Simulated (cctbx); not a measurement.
## Interatomic vectors of Sm2Zn2Sn

Space group P4/mbm (no. 127), a = 7.8140 Å, b = 7.8140 Å, c = 3.7460 Å, α = 90.00°, β = 90.00°, γ = 90.00°, content Sm4 Sn2 Zn4.

Simulated single-crystal data (cctbx): Cu Kα, λ = 1.54184 Å, to d = 0.8 Å, 95 % of the full sphere, strongest reflection 20000 counts, noise from counting, a 2 % proportional error and a noise floor of 8 counts (s.d.); no absorption.

Patterson synthesis, origin scaled to 1000:

```text
Patterson group P 4/m m m
      u       v       w   height  length (A)
  0.000   0.000   0.000   1000.0     0.00
  0.157   0.500   0.000    315.0     4.10
  0.171   0.328   0.500    262.2     3.45
  0.500   0.500   0.000    225.9     5.53
  0.341   0.341   0.000    146.4     3.76
  0.453   0.453   0.500    128.7     5.35
  0.043   0.287   0.500    123.6     2.94
  0.208   0.208   0.500    119.6     2.97
  0.117   0.382   0.000    104.1     3.12
  0.244   0.244   0.000     14.5     2.69
  0.058   0.132   0.076      1.2     1.16
  0.000   0.081   0.253      1.2     1.14
  0.181   0.181   0.000     -2.8     2.00
  0.153   0.432   0.280     -3.7     3.73
```

**Question.** Which atom pairs make the peaks, and where is the heaviest atom?

A peak at u stands for all pairs with xi − xj = u, with weight Σ ZiZj against Σ Z² = 23976 at the origin. Peak heights follow these weights only roughly, since form factors, motion and series ripples differ, all vectors within 0.55 Å of a peak are counted as merged into it though the farther ones add only part of their weight, and F(000) is left out, which lowers the whole map:

| u | v | w | shortest length (Å) | height | 1000 ΣZiZj/ΣZ² | pairs in the cell |
| --- | --- | --- | --- | --- | --- | --- |
| 0.157 | 0.500 | 0.000 | 4.10 | 315 | 321 | 2 × Sm–Sm |
| 0.171 | 0.328 | 0.500 | 3.44 | 262 | 259 | 2 × Sm–Sn |
| 0.500 | 0.500 | 0.000 | 5.53 | 226 | 209 | 2 × Sn–Sn |
| 0.341 | 0.341 | 0.000 | 3.77 | 146 | 160 | 1 × Sm–Sm |
| 0.453 | 0.453 | 0.500 | 5.34 | 129 | 155 | 2 × Sm–Zn |
| 0.043 | 0.287 | 0.500 | 2.94 | 124 | 155 | 2 × Sm–Zn |
| 0.208 | 0.208 | 0.500 | 2.97 | 120 | 155 | 2 × Sm–Zn |
| 0.117 | 0.382 | 0.000 | 3.12 | 104 | 125 | 2 × Sn–Zn |

The table stops at ten peaks or at a height of 45, below which ripples compete. In the model behind the data Sm, the heaviest element, has 1 independent site: (0.6725, 0.8275, 1/2), up to an allowed shift of origin; the Sm–Sm vectors are differences of these positions and their symmetry mates. The whole model:

| atom | mult. | x | y | z | Ueq (Å²) |
| --- | --- | --- | --- | --- | --- |
| Sm1 | 4 | 0.6725 | 0.8275 | 1/2 | 0.0167 |
| Sn1 | 2 | 0 | 0 | 0 | 0.0170 |
| Zn1 | 4 | 0.1193 | 0.3807 | 0 | 0.0204 |

This is a model crystal, built by substitution and not relaxed, with assumed displacement parameters.

[Logs are printed without paths, hosts, clocks, repeated set-up lines and the standing remarks that a program may print on its own settings, such as how far it seeks lower states.]
